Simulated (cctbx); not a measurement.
## Lattice, Laue class and space group of a new crystal

Cell: a = 5.8760 Å, b = 5.8760 Å, c = 5.4420 Å, α = 90.00°, β = 90.00°, γ = 120.00°. Expected content of the cell: Lu2 P6.

The data are simulated with cctbx, not measured: Mo Kα, λ = 0.71073 Å, to d = 0.7 Å, 50 % of the full sphere, strongest reflection 70000 counts, noise from counting, a 2 % proportional error and a noise floor of 2 counts (s.d.); no absorption.

Tests on the unmerged data give:

```text
1037 reflections to d = 0.702 A
centring   violations  <I/sigma> of those
    A        468 of   516     35.5
    B        477 of   521     36.5
    C        515 of   545     36.8
    I        465 of   512     35.8
    R        623 of   677     36.5
    F        730 of   791     36.3
Laue class    unique    Rint  (classes that these axes allow; Friedel mates merged)
P -1              776   0.012
P 1 1 2/m         506   0.014
P -3              335   0.015
P -3 1 m          195   0.016
P -3 m 1          214   0.016
P 6/m             187   0.016
P 6/m m m         130   0.017
space group    extra absences  I>4sigma  <I/sigma>
P 6 2 2                 0          0         -  acentric
P 61 2 2                4          0       0.5  acentric
P 65 2 2                4          0       0.5  acentric
P 62 2 2                3          0       0.7  acentric
P 64 2 2                3          0       0.7  acentric
P 63 2 2                4          0       0.5  acentric
P 6 m m                 0          0         -  acentric
P 63 m c               77          0      -0.0  acentric
P -6 m 2                0          0         -  acentric
P -6 2 m                0          0         -  acentric
P -6 2 c               77          0      -0.0  acentric
P 6/m m m               0          0         -  centric
P 63/m m c             77          0      -0.0  centric
Wilson B = 0.57 A^2   <|E^2-1|> = 0.574 (0.968 centric, 0.736 acentric)   E^2>4: 0.0 %
shell (A)         n   <I/sigma>
 5.44 - 1.40     23     74.5
 1.40 - 1.11     15    108.1
 1.11 - 0.97     17     95.9
 0.97 - 0.88     16     99.4
 0.88 - 0.82     13     94.6
 0.82 - 0.77     14     90.2
 0.77 - 0.73     14     91.9
 0.73 - 0.70     18     94.8
```

**Question.** What are the lattice type, the Laue class and the likely space group?

Every centring test has many violations, so the lattice is primitive.

Rint stays low (0.012 to 0.017) up to P 6/m m m, the highest class in these axes.

13 settings pass the absence test. The most absences obeyed, 77, belong to P 63 m c, P -6 2 c and P 63/m m c, which absences can't tell apart.

⟨|E²−1|⟩ = 0.574 leans to a non-centrosymmetric structure, or to twinning, which lowers it. Here that hint misleads: the statistic assumes many like atoms on general positions, and few, heavy or special-position atoms break it. The Wilson B of 0.57 Å² means U ≈ 0.0072 Å².

The true group is P6_3/mmc (no. 194), Laue class 6/mmm, centrosymmetric. The tables only narrow the choice to the tied entries; cell content, site symmetry and trial solutions must settle it.

The model is made up (kin elements in a known structure type, no relaxation), so it says nothing on whether the phase exists.

[Logs are printed without paths, hosts, clocks, repeated set-up lines and the standing remarks that a program may print on its own settings, such as how far it seeks lower states.]
